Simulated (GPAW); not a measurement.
# Li K edge of BaLiF3 (Pm-3m): cell size and cost

How large a supercell does the Li K edge of BaLiF3 (Pm-3m) need, and what does it cost? The absorber has 6 F at 1.99 Å (octahedral, site symmetry m-3m).

The runs were made apart and are set side by side; the one with the holes farthest apart serves as the reference. All curves get a further Gaussian of 1.5 eV full width, so that line shapes and meshes matter less.

### Step 1. Cost and result by level

| run | hole distance (Å) | k mesh | core time | raw zero (eV) | zero less the added terms (eV) | r.m.s. from the reference after the best shift (%) |
| --- | --- | --- | --- | --- | --- | --- |
| GPAW LDA, 10 atoms | 5.6 | 6×6×6 | 2.4 min | 59.2 | 55.9 | 19 |
| GPAW LDA, 20 atoms | 6.9 | 4×4×4 | 13 min | 59.2 | 55.9 | - |

Times are from shared hosts. The zero: total-energy differences plus the lowest empty eigenvalue of the charged cell, less 3.3 eV, the free-atom term for the hole's spin; LDA puts this hole about 1 eV below PBE, itself good to a few eV.

```
E (eV)  GPAW LDA, 10 atoms  GPAW LDA, 20 atoms
 -2.00                0.00                0.00
 -1.25                0.00                0.00
 -0.50                0.01                0.02
  0.25                0.11                0.17
  1.00                0.44                0.63
  1.75                0.97                1.27
  2.50                1.40                1.61
  3.25                1.65                1.97
  4.00                2.08                2.85
  4.75                3.34                3.52
  5.50                4.26                3.21
  6.25                2.99                2.49
  7.00                1.26                1.46
  7.75                0.57                0.61
  8.50                0.50                0.28
  9.25                0.55                0.22
 10.00                0.50                0.27
 10.75                0.42                0.37
 11.50                0.45                0.51
 12.25                0.52                0.66
 13.00                0.52                0.72
 13.75                0.48                0.65
 14.50                0.47                0.52
 15.25                0.51                0.40
 16.00                0.54                0.34
 16.75                0.50                0.33
 17.50                0.44                0.35
 18.25                0.40                0.38
 19.00                0.37                0.40
 19.75                0.35                0.40
 20.50                0.33                0.38
 21.25                0.31                0.37
 22.00                0.31                0.36
 22.75                0.30                0.34
 23.50                0.30                0.30
 24.25                0.29                0.27
 25.00                0.29                0.24
 25.75                0.28                0.23
 26.50                0.28                0.24
 27.25                0.28                0.25
 28.00                0.30                0.27
 28.75                0.31                0.28
 29.50                0.31                0.29
```

### Step 2. Reading

The smallest cell differs from the reference by 19 % r.m.s. after a shift of 0.4 eV at 0.18 of its cost, so it gives the main features but not their heights. Its highest intensity below 16 eV lies at 5.5 eV against 4.8 eV. Whether the reference itself is converged wasn't tested.

 Lifetime broadening is put in by hand, and intensities beyond about 20 eV depend on it. Meshes are coarse enough for small ripples in BaLiF3 (Pm-3m) and BaLiF3 (Pm-3m). Some cells keep the holes under 6.5 Å apart, so shapes are probably not fully converged. The structures are entries of the Materials Project (computed), used as given.

[Logs are printed without paths, hosts, clocks, repeated set-up lines and the standing remarks that a program may print on its own settings, such as how far it seeks lower states.]

[Hosts, paths, dates, database ids (printed as entryN), source tags and the programs' standing remarks are cut or masked in the printed files.]
